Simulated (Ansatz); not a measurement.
# What NaB (Fm-3m) distorts into

Wanted: the energy along a soft mode of NaB (Fm-3m) and the structure at the end.

Calculated with Ansatz 0.2.0; DFT PBEsol, scalar-relativistic, plane waves, PAW; PAW set soft_1.

## Step 1: Starting point

It takes space group Fm-3m (No. 225, cubic). Conventional cell: a = 5.302 Å, b = 5.302 Å, c = 5.302 Å, α = 90.00°, β = 90.00°, γ = 90.00°. Na has 6 B at 2.65 Å nearest. Nearest to B lie 6 Na at 2.65 Å. Farther neighbours are not listed.

As a file:

```cif
data_structure
_symmetry_space_group_name_H-M 'Fm-3m'
_symmetry_Int_Tables_number 225
_cell_length_a 5.3024
_cell_length_b 5.3024
_cell_length_c 5.3024
_cell_angle_alpha 90.000
_cell_angle_beta 90.000
_cell_angle_gamma 90.000
_cell_volume 149.08
loop_
_atom_site_label
_atom_site_type_symbol
_atom_site_symmetry_multiplicity
_atom_site_Wyckoff_symbol
_atom_site_fract_x
_atom_site_fract_y
_atom_site_fract_z
_atom_site_occupancy
Na1 Na 4 a 0.00000 0.00000 0.00000 1
B1 B 4 b 0.50000 0.00000 0.00000 1
```

## Step 2: The dispersion

The cell comes from relaxations at this level that are not shown. Stability and thermal properties need the whole zone. Linear response on a 4×4×4 q mesh gives force constants as far as a supercell of that size would.

input.yaml reads:

```yaml
crystal:
  lattice:
    - [0.0, 2.6511930787, 2.6511930787]
    - [2.6511930787, 0.0, 2.6511930787]
    - [2.6511930787, 2.6511930787, 0.0]
  atoms:
    - { symbol: Na, position: [0.0, 0.0, 0.0] }
    - { symbol: B, position: [0.5, 0.5, 0.5] }
kpoints:
  mp_grid: { grid: [16, 16, 16] }
hamiltonian:
  xc: pbesol
  pseudopotentials: { kind: paw, azcp: { folder: soft_1 }, xc_functional: pbe }
scf:
  occupations: { method: methfessel_paxton, width: 0.2 }
output:
  eigenvalues: true
phonons:
  method: dfpt
  qmesh: [4, 4, 4]
  temperatures: { t_max: 1000, t_step: 50 }
  qpath:
    path:
      - [[0.0, 0.0, 0.0], [0.5, 0.0, 0.5], [0.625, 0.25, 0.625]]
      - [[0.375, 0.375, 0.75], [0.0, 0.0, 0.0], [0.5, 0.5, 0.5], [0.5, 0.25, 0.75], [0.5, 0.0, 0.5]]
    npoints: 10
```

Launch:

```
ansatz run input.yaml --threads 4 --pin off --max-ram 10240MiB --backend cpu --events-out ev --progress --plain --runs-dir out
```

Numbers of over 12 decimals in the logs are rounded to 6 here.

Log:

```text
Engine: ansatz 0.2.0, aarch64-unknown-linux-gnu
Pseudopotentials: kind: paw
Pseudopotential: Na, paw, valence charge 9, recommended cutoff 420 eV (normal), soft_1/Na.paw.azcp
Pseudopotential: B, paw, valence charge 3, recommended cutoff 420 eV (normal), soft_1/B.paw.azcp
Functional definition: PBEsol
  exchange = pbesol_x
  correlation = pbesol_c
Crystal: 2 atoms, lattice volume = 37.270 Å³
Basis set: ecut = 420 eV, 725 PW (Γ), exchange–correlation on 54×54×54 points (8 copies of the dense FFT grid, shifted against one another)
Bands: 10, of which v1, the nominal top of the filled ones, is band 6 counted from 1 (5 counted from 0)
Symmetry: 48 space group operations
k-points: 145 of 4096
Non-local potential: Na, projectors of the file, l = 0: 3, l = 1: 2, l = 2: 1
Non-local potential: B, projectors of the file, l = 0: 2, l = 1: 2, l = 2: 1
PAW form: soft (Blöchl's): semilocal exchange-correlation on the pseudo side does not see the compensation charge
PAW frozen core: Na, regenerated for the run's functional, and the local potential with it (the file was generated under x = pbe(κ = 0.804, μ = 0.219515), c = pbe(β = 0.066725))
PAW frozen core: B, regenerated for the run's functional, and the local potential with it (the file was generated under x = pbe(κ = 0.804, μ = 0.219515), c = pbe(β = 0.066725))
PAW one-centre angular grid: Na, 110 points (default); XC on 64 Gauss nodes
PAW one-centre angular grid: B, 110 points (default); XC on 64 Gauss nodes
Initial density: superposition of atomic densities (chi_scale 0.1, normalization cell, long waves kept (reshape's long-wave potential 0.00 eV rms))
Initial wavefunctions: pseudopotential atomic-orbital guess
Functional: x = pbesol(κ = 0.804, μ = 0.123457), c = pbesol(β = 0.046)
SCF iter   1: F=—  HF=-1624.707550 eV  |F-HF|=—  |Δ(HF+E_count)|=         —  Δρ=1.72e-2  dr2=8.18e-2  ethr=3.10e-3  ⟨swp⟩=5.3  Hψ=7992  notcnv=0
preconditioner: auto → none  [metal: Δε(μ)=0.064 eV  Ē_g=7.985 eV  σ=0.200 eV  W_gap=0.26  n_scr=8 (ndim 8)  ℏωp=12.2 eV  f_vac=0.000  D(μ)=1.13/eV (n_scr^D=8)  sad-step TF]
SCF iter   2: F=—  HF=-1624.684135 eV  |F-HF|=—  |Δ(HF+E_count)|=   2.34e-2  S|Δr|=    0.00e0  Δρ=7.23e-3  dr2=2.02e-2  ethr=6.82e-4  ⟨swp⟩=2.0  Hψ=3050  notcnv=0
SCF iter   3: F=—  HF=-1624.677397 eV  |F-HF|=—  |Δ(HF+E_count)|=   6.74e-3  S|Δr|=    0.00e0  Δρ=1.19e-3  dr2=4.24e-4  ethr=1.68e-4  ⟨swp⟩=2.9  Hψ=2267  notcnv=0
SCF iter   4: F=—  HF=-1624.677394 eV  |F-HF|=—  |Δ(HF+E_count)|=   3.89e-6  S|Δr|=    0.00e0  Δρ=3.49e-4  dr2=1.66e-5  ethr=3.54e-6  ⟨swp⟩=2.0  Hψ=1789  notcnv=0
SCF iter   5: F=—  HF=-1624.677406 eV  |F-HF|=—  |Δ(HF+E_count)|=   1.28e-5  S|Δr|=    0.00e0  Δρ=2.50e-5  dr2=1.55e-7  ethr=1.38e-7  ⟨swp⟩=2.0  Hψ=2303  notcnv=0
SCF iter   6: F=—  HF=-1624.677407 eV  |F-HF|=—  |Δ(HF+E_count)|=   1.02e-7  S|Δr|=    0.00e0  Δρ=2.34e-6  dr2=3.24e-9  ethr=1.29e-9  ⟨swp⟩=2.8  Hψ=2143  notcnv=0  defer=2
SCF iter   7: F=—  HF=-1624.677407 eV  |F-HF|=—  |Δ(HF+E_count)|=  9.40e-10  S|Δr|=    0.00e0  Δρ=1.88e-7  dr2=1.97e-11  ethr=2.70e-11  ⟨swp⟩=1.9  Hψ=1696  notcnv=0  defer=2
SCF iter   8: F=-1624.677407 eV  HF=-1624.677407 eV  |F-HF|=6.82e-13  |Δ(HF+E_count)|=  2.05e-12  S|Δr|=    0.00e0  Δρ=1.82e-8  dr2=6.71e-14  ethr=1.00e-12  ⟨swp⟩=6.8  Hψ=6718  notcnv=0
SCF 1 converged in 8 iterations: F = -1624.677407 eV  dr2 = 6.71e-14
  greatest PAW one-centre occupation: 0.999 electrons in one spin orbital (limit 2), on the Na atom at site 0 (counted from 0), in its partial waves of l = 0
Initial density: read from a saved state, or passed on in memory by an earlier SCF of this step, an earlier step, the calling program or the single point that the run made first
iter 1 solved again at ethr=2.38e-7 eV; its pass at ethr=3.10e-3 eV (dr2=2.86e-5 eV) is discarded
SCF iter   1: F=—  HF=-1624.677406 eV  |F-HF|=—  |Δ(HF+E_count)|=         —  Δρ=1.70e-6  dr2=4.97e-10  ethr=2.38e-7  ⟨swp⟩=3.1  Hψ=12383  notcnv=0
eigensolver tolerance schedule: the retry pair's looser diagonalisation over-reported the residual by 57544.78 of it (diagonalisation noise at an unbounded share of the residual, at the tolerance the schedule requests for it); recorded, not acted on — ethr = c·dr2/N_el stays at c = 1.0e-1
preconditioner: auto → none  [metal: Δε(μ)=0.009 eV  Ē_g=8.018 eV  σ=0.200 eV  W_gap=0.04  n_scr=8 (ndim 8)  ℏωp=12.2 eV  f_vac=0.000  D(μ)=1.14/eV (n_scr^D=8)]
SCF iter   2: F=—  HF=-1624.677407 eV  |F-HF|=—  |Δ(HF+E_count)|=   1.96e-7  S|Δr|=    0.00e0  Δρ=1.48e-6  dr2=3.97e-10  ethr=4.14e-12  ⟨swp⟩=3.2  Hψ=3195  notcnv=0
SCF iter   3: F=—  HF=-1624.677407 eV  |F-HF|=—  |Δ(HF+E_count)|=  1.80e-10  S|Δr|=    0.00e0  Δρ=7.72e-7  dr2=1.05e-10  ethr=3.31e-12  ⟨swp⟩=2.0  Hψ=2271  notcnv=0
SCF iter   4: F=—  HF=-1624.677407 eV  |F-HF|=—  |Δ(HF+E_count)|=  5.05e-11  S|Δr|=    0.00e0  Δρ=3.62e-7  dr2=2.25e-11  ethr=1.00e-12  ⟨swp⟩=2.5  Hψ=2319  notcnv=0
SCF iter   5: F=—  HF=-1624.677407 eV  |F-HF|=—  |Δ(HF+E_count)|=  4.55e-12  S|Δr|=    0.00e0  Δρ=2.99e-7  dr2=1.56e-11  ethr=1.00e-12  ⟨swp⟩=3.0  Hψ=4346  notcnv=0
SCF iter   6: F=-1624.677407 eV  HF=-1624.677407 eV  |F-HF|=7.05e-12  |Δ(HF+E_count)|=  5.23e-12  S|Δr|=    0.00e0  Δρ=1.98e-7  dr2=6.41e-12  ethr=1.00e-12  ⟨swp⟩=1.0  Hψ=3480  notcnv=0
SCF 2 converged in 6 iterations: F = -1624.677407 eV  dr2 = 6.41e-12
phonons: the bands overlap, so this run is a metal and interpolates without the dipole-dipole term. If the crystal is really an insulator or semiconductor, its LO-TO splitting is missing
NSCF: frozen V_eff on 145 k-points
WARN: eigensolver did not converge in 2 slots of this pass, the one above among them; of largest residual over every band (k=9): 1 band(s) unlocked (lowest unlocked band 9, counted from 0; max residual 4.66e-6 eV among the unlocked bands, 4.66e-6 eV over every band); of lowest unlocked band (k=9): band 9
NSCF: frozen V_eff on 349 k-points
DFPT response loops at q = (0, 0, 0) (fractional): preconditioner auto → Kerker (q_TF=auto, 2.259 Å⁻¹) (partly filled bands, converged f_vac=0.000); β = 1.00, the filter's whole step (`scf.mixing.beta` (0.50) is not read by the response loops under this deck's `scf.mixing.preconditioner`; to damp them name `kerker` or `kerker_dos`, under which they read `scf.mixing.beta`, and type it under 1.00, their step now; both keys bind the ground state too); Broyden in place of MSR1
NSCF: frozen V_eff on 4352 k-points
DFPT response loops at q = (0, 0, 0.25) (fractional): mixed as the last ones told, above
NSCF: frozen V_eff on 2196 k-points
DFPT response loops at q = (0, 0, -0.5) (fractional): mixed as the last ones told, above
NSCF: frozen V_eff on 2320 k-points
DFPT response loops at q = (0, 0.25, 0.25) (fractional): mixed as the last ones told, above
NSCF: frozen V_eff on 8192 k-points
DFPT response loops at q = (0, 0.25, -0.5) (fractional): mixed as the last ones told, above
NSCF: frozen V_eff on 4352 k-points
DFPT response loops at q = (0, 0.25, -0.25) (fractional): mixed as the last ones told, above
NSCF: frozen V_eff on 1242 k-points
DFPT response loops at q = (0, -0.5, -0.5) (fractional): mixed as the last ones told, above
NSCF: frozen V_eff on 2320 k-points
DFPT response loops at q = (0.25, -0.5, -0.25) (fractional): mixed as the last ones told, above
SCF converged after 8 iterations
Stability not checked: this state was not tested for a lower state beside it, because cold or Methfessel-Paxton smearing, or corrected tetrahedra, fill the levels in a way that the test cannot read (fill_not_monotonic; see scf.lower_state_search)
Free energy (F): -1624.677407 eV
Harris-Foulkes:  -1624.677407 eV  (|F-HF|=6.82e-13)
Internal energy: -1624.676225 eV  (E = F + TS)
E sigma→0 (E₀):  -1624.677111 eV
Entropy (-TS):   -0.001182 eV (-0.591 meV/atom)
Fermi energy:    2.816736 eV
--- Per-component energies (eV) ---
  E_band       = -217.568183
  E_kinetic    = 148.880713
  E_local      = -1526.456776  (includes V_loc(G=0)·N_el)
  E_nonlocal   = 291.696885
  E_hartree    = 523.765948
  E_xc         = -64.149663
  E_vxc        = -79.273811  (∫ρ·V_xc dr)
  E_paw        = -358.281323  (= ΣΔE_a)
  E_vpaw       = -99.947112  (= ΣTr[D̂ρ^β])
  E_aug_tail   = 0.000016  (compensation charges beyond the density's cutoff)
  E_ewald      = -640.201429
  E_core_change = 0.069405  (= ΣΔE_core)
  E_smearing   = -0.001182  (= −TS)
  E_closure    = 0.000000  (closes the sum)
  Σ components = -1624.677407   (vs F -1624.677407, Δ=0.00e0)
--- Band table (eV; the first three rows and the last of 145) ---
  k-point 0: bands = ["-47.9449", "-20.0322", "-20.0322", "-20.0322", "-4.4476", "5.3080", "5.3080", "5.3080", "10.6094", "13.0965"]
  k-point 1: bands = ["-47.9449", "-20.0341", "-20.0324", "-20.0324", "-4.3980", "5.1158", "5.2784", "5.2784", "10.7225", "12.7582"]
  k-point 2: bands = ["-47.9446", "-20.0395", "-20.0329", "-20.0329", "-4.2510", "4.6006", "5.1967", "5.1967", "10.9345", "12.3001"]
  k-point 144: bands = ["-47.9420", "-20.0623", "-20.0623", "-20.0496", "-1.7720", "2.2332", "2.2332", "3.3064", "11.6109", "12.0808"]
--- Phonons (Γ-DFPT): 2 representative perturbations + reference (Σ response iterations 6) ---
  ASR residual: 2.959e-5 → 0.000e0 eV/Å²; symmetrization residual: 5.689e-8 eV/Å²
  ASR residual per site (eV/Å²): 2.96e-5 2.07e-6
  Γ frequencies (cm⁻¹): 0.00 0.00 0.00 306.48 306.48 306.48
--- Phonons (arbitrary-q DFPT): 8 irreducible q on the 4×4×4 mesh ---
  q = [0.0000, 0.0000, 0.0000] (star 1, of the zone-centre solve; hermiticity 4.48e-8, symmetrization 2.95e-13): -0.00 0.00 0.00 306.48 306.48 306.48
  q = [0.0000, 0.0000, 0.2500] (star 8, 2 solved perturbations on 2176 of 4096 k-point pairs; hermiticity 2.17e-7, symmetrization 1.24e-12): 65.87 109.70 109.70 265.24 283.51 283.51
  q = [0.0000, 0.0000, -0.5000] (star 4, 2 solved perturbations on 1098 of 4096 k-point pairs; hermiticity 8.09e-14, symmetrization 8.83e-13): -39.16 182.26 182.26 198.92 236.86 236.86
  q = [0.0000, 0.2500, 0.2500] (star 6, 4 solved perturbations in 3616 linear systems a pass and spin channel, the states on 1160 of 4096 k-point pairs; hermiticity 2.15e-7, symmetrization 6.07e-13): -77.80 -77.80 183.10 216.15 302.64 302.64
  q = [0.0000, 0.2500, -0.5000] (star 24, 4 solved perturbations in 12544 linear systems a pass and spin channel, the states on 4096 of 4096 k-point pairs; hermiticity 2.67e-7, symmetrization 8.33e-13): -147.72 53.86 55.71 252.06 278.90 280.97
  q = [0.0000, 0.2500, -0.2500] (star 12, 4 solved perturbations in 6672 linear systems a pass and spin channel, the states on 2176 of 4096 k-point pairs; hermiticity 3.25e-7, symmetrization 6.81e-13): -113.75 145.40 181.05 193.69 240.80 300.34
  q = [0.0000, -0.5000, -0.5000] (star 3, 4 solved perturbations in 1940 linear systems a pass and spin channel, the states on 621 of 4096 k-point pairs; hermiticity 1.38e-7, symmetrization 7.81e-13): -209.70 -133.54 -133.54 282.57 304.16 304.16
  q = [0.2500, -0.5000, -0.2500] (star 6, 4 solved perturbations in 3498 linear systems a pass and spin channel, the states on 1160 of 4096 k-point pairs; hermiticity 1.04e-7, symmetrization 1.32e-12): -174.58 -174.58 187.02 207.90 288.37 288.37
  sum rule: each row above includes the acoustic sum rule's correction from the zone centre's row sums; it moved no ω² by more than (0.59 cm⁻¹)²
  mesh force constants: q→R imaginary residual 8.40e-18; ASR residual 2.959e-5 → 0.000e0 eV/Å²; symmetrization residual 2.887e-15 eV/Å²
  interpolated dispersion: 62 rows × 6 modes
  density of states and harmonic sums: on the 20×20×20 q-mesh, interpolated from the force constants of a 4×4×4 supercell (no non-analytic term)
  largest difference from the sums on the solved wave vectors: F 8.02e-2 eV, S 1.09e-4 and C_V 2.97e-5 eV/K
  zero-point energy: 0.060855 eV/cell   skipped modes (ω ≤ 0): 389, of them read as no rigid motion or as one in doubt: 386 (1.523e0 modes/cell left out, lowest -209.70 cm⁻¹)   left out of the sums: 2.54e-1 of the cell's modes: C_V's classical limit lies that fraction below 3 k_B per atom; for a crystal, a wire or a layer, F and S can be off by more, and a phonons.interpolated_qmesh denser along its periods is the remedy for the sampling
```

The job ended after 3.8 min (4 threads of Arm Neoverse V2, shared host; peak memory 3.2 GiB; 15 min of CPU time).

Numbers from this step:

| Item | Value |
| --- | --- |
| volume per atom | 18.63 Å³ |
| gap on the k-mesh | 0 eV |
| sum-rule residual before enforcement | 2.96e-5 eV/Å² |
| lowest frequency on the path | -209.7 cm⁻¹ |
| point group | m-3m |
| highest frequency on the path or at a solved wavevector | 306.5 cm⁻¹ |
| highest optical mode at the zone centre (no LO-TO term) | 306.5 cm⁻¹ |
| lowest optical zone-centre mode | 306.5 cm⁻¹ |
| lowest mode on the q mesh (acoustic modes at Γ apart) | -209.7 cm⁻¹ |

Frequencies (cm⁻¹) solved at each irreducible wavevector; negative means imaginary. Frequencies by wavevector, by row:

| q in reciprocal lattice units | star | mode 1 | mode 2 | mode 3 | mode 4 | mode 5 | mode 6 |
| --- | --- | --- | --- | --- | --- | --- | --- |
| 0 0 0 | 1 | 0 | 0 | 0 | 306.5 | 306.5 | 306.5 |
| 0 0 0.25 | 8 | 65.9 | 109.7 | 109.7 | 265.2 | 283.5 | 283.5 |
| 0 0 -0.5 | 4 | -39.2 | 182.3 | 182.3 | 198.9 | 236.9 | 236.9 |
| 0 0.25 0.25 | 6 | -77.8 | -77.8 | 183.1 | 216.2 | 302.6 | 302.6 |
| 0 0.25 -0.5 | 24 | -147.7 | 53.9 | 55.7 | 252.1 | 278.9 | 281 |
| 0 0.25 -0.25 | 12 | -113.8 | 145.4 | 181.1 | 193.7 | 240.8 | 300.3 |
| 0 -0.5 -0.5 | 3 | -209.7 | -133.5 | -133.5 | 282.6 | 304.2 | 304.2 |
| 0.25 -0.5 -0.25 | 6 | -174.6 | -174.6 | 187 | 207.9 | 288.4 | 288.4 |

Interpolated from a 4×4×4 q mesh. The phonon branches at the labelled points (cm⁻¹):

| point | branch 1 | branch 2 | branch 3 | branch 4 | branch 5 | branch 6 |
| --- | --- | --- | --- | --- | --- | --- |
| Γ | 0 | 0 | 0 | 306 | 306 | 306 |
| halfway | -78 | -78 | 183 | 216 | 303 | 303 |
| X | -210 | -134 | -134 | 283 | 304 | 304 |
| halfway | -204 | -124 | -115 | 283 | 293 | 298 |
| U | -186 | -89 | -8 | 264 | 281 | 286 |
| jump to K | -186 | -89 | -8 | 264 | 281 | 286 |
| halfway | -80 | 135 | 163 | 229 | 259 | 304 |
| Γ | 0 | 0 | 0 | 306 | 306 | 306 |
| halfway | 66 | 110 | 110 | 265 | 284 | 284 |
| L | -39 | 182 | 182 | 199 | 237 | 237 |
| halfway | -139 | 38 | 188 | 195 | 268 | 278 |
| W | -175 | -175 | 187 | 208 | 288 | 288 |
| halfway | -200 | -147 | -26 | 277 | 284 | 298 |
| X | -210 | -134 | -134 | 283 | 304 | 304 |

The phonon branches as a text plot (rows in cm⁻¹):

```
    296 |***********************************            *********
    274 |   *     **********     ***       ***       ****   *****
    253 |        *          ******           ***  ****      *
    231 |    ** *          *    *             * ***
    210 |      *            *  *               **       ****
    188 |      *             ***                 **********
    167 |    **              ** *              **  *       *
    145 |   *               ******            *     *
    124 |       *                            *              *
    102 |  *               *     ***        *        *
     81 |                   *     ***      *                 *
     59 |                           *     *****
     38 | *                          *   **    *      *
     16 |                               *
     -5 |**               *           **
    -27 |  *               *        **          *
    -48 |   *            *        **             **
    -70 |    ***                **                 *
    -91 |       **      ***    *                    *  *      *
   -113 |        ***   **    **                      *         *
   -134 |           ****    *                         * *     ***
   -156 |         **                                   **   **
   -177 |                 **                             ***
   -199 |           ******                                  *****
         Γ           X  U|K            Γ         L        W     X
```

Symmetry leaves 8 wavevectors to solve. The lowest mode among them, the acoustic zeros apart, lies at q = (0, -0.5, -0.5) and is imaginary, 209.7i cm⁻¹, so the energy falls along it.

## Step 3: The mode frozen in, largest atomic shift 0 Å

The mode followed lies at q = (0.25, -0.5, -0.25) with frequency 174.6i cm⁻¹ and is 2-fold degenerate, one of the unstable modes though not the softest. At small amplitude the distorted cell has space group no. 72 by a symmetry search on the positions. The undistorted cell that holds it gives the zero of energy on the same k mesh.

System of this step: NaB. It takes space group Fm-3m (No. 225, cubic). Conventional cell: a = 5.302 Å, b = 5.302 Å, c = 5.302 Å, α = 90.00°, β = 90.00°, γ = 90.00°. Nearest to Na lie 6 B at 2.65 Å. Nearest to B lie 6 Na at 2.65 Å. Farther neighbours are not listed.

input.yaml, the sections that differ from step 2:

```yaml
crystal:
  lattice:
    - [0.0, 0.0, -5.3023861574]
    - [5.3023861574, 0.0, 0.0]
    - [2.6511930787, -5.3023861574, -2.6511930787]
  atoms:
    - { symbol: Na, position: [0.5, 0.5, 0.0] }
    - { symbol: Na, position: [0.0, 0.0, 0.0] }
    - { symbol: Na, position: [0.25, 0.75, 0.5] }
    - { symbol: Na, position: [0.75, 0.25, 0.5] }
    - { symbol: B, position: [0.5, 0.0, 0.0] }
    - { symbol: B, position: [0.0, 0.5, 0.0] }
    - { symbol: B, position: [0.25, 0.25, 0.5] }
    - { symbol: B, position: [0.75, 0.75, 0.5] }
kpoints:
  mp_grid: { grid: [8, 8, 8] }
output:
  forces: true
  stress: true
  eigenvalues: true
# hamiltonian, scf: as in step 2
# phonons: removed
```

Log:

```text
[...]
Crystal: 8 atoms, lattice volume = 149.078 Å³
Basis set: ecut = 420 eV, 2913 PW (Γ), exchange–correlation on 72×72×90 points (8 copies of the dense FFT grid, shifted against one another)
Bands: 32, of which v1, the nominal top of the filled ones, is band 24 counted from 1 (23 counted from 0)
Symmetry: 64 space group operations
[...]
k-points: 59 of 512
[...]
k-point 0: bands = [... 20 lower, 1.2919, 2.2332, 2.2332, 2.2332, 2.2332, 3.3056, 3.3056, 3.8370, ... 4 higher]
  k-point 1: bands = [... 20 lower, 1.4906, 1.8320, 1.8320, 2.7145, 2.7145, 3.3780, 3.3780, 3.8795, ... 4 higher]
  k-point 2: bands = [... 20 lower, 1.5351, 1.5351, 1.9854, 3.2247, 3.2247, 3.5593, 3.5593, 4.0043, ... 4 higher]
  k-point 58: bands = [... 20 lower, 1.3032, 1.3032, 1.3032, 1.3032, 4.0395, 4.0395, 4.0395, 4.0395, ... 4 higher]
[key lines of the parts left out:]
SCF converged after 7 iterations
Free energy (F): -6498.707405 eV
Fermi energy:    2.808532 eV
P = ⅓ Tr σ = -0.0012 GPa (-0.012 kbar)
```

The job ended after 3 s (4 threads; peak memory 0.53 GiB).

Numbers from this step:

```yaml
pressure: -0.001226 GPa
energy_from_the_undistorted_cell: 0 meV/atom
```

The run ends at a pressure of 0.00 GPa.

[end of part 1 of 3]

[Logs are printed without paths, hosts, clocks, repeated set-up lines and the standing remarks that a program may print on its own settings, such as how far it seeks lower states.]

[Hosts, paths, dates, database ids (printed as entryN), source tags and the programs' standing remarks are cut or masked in the printed files.]
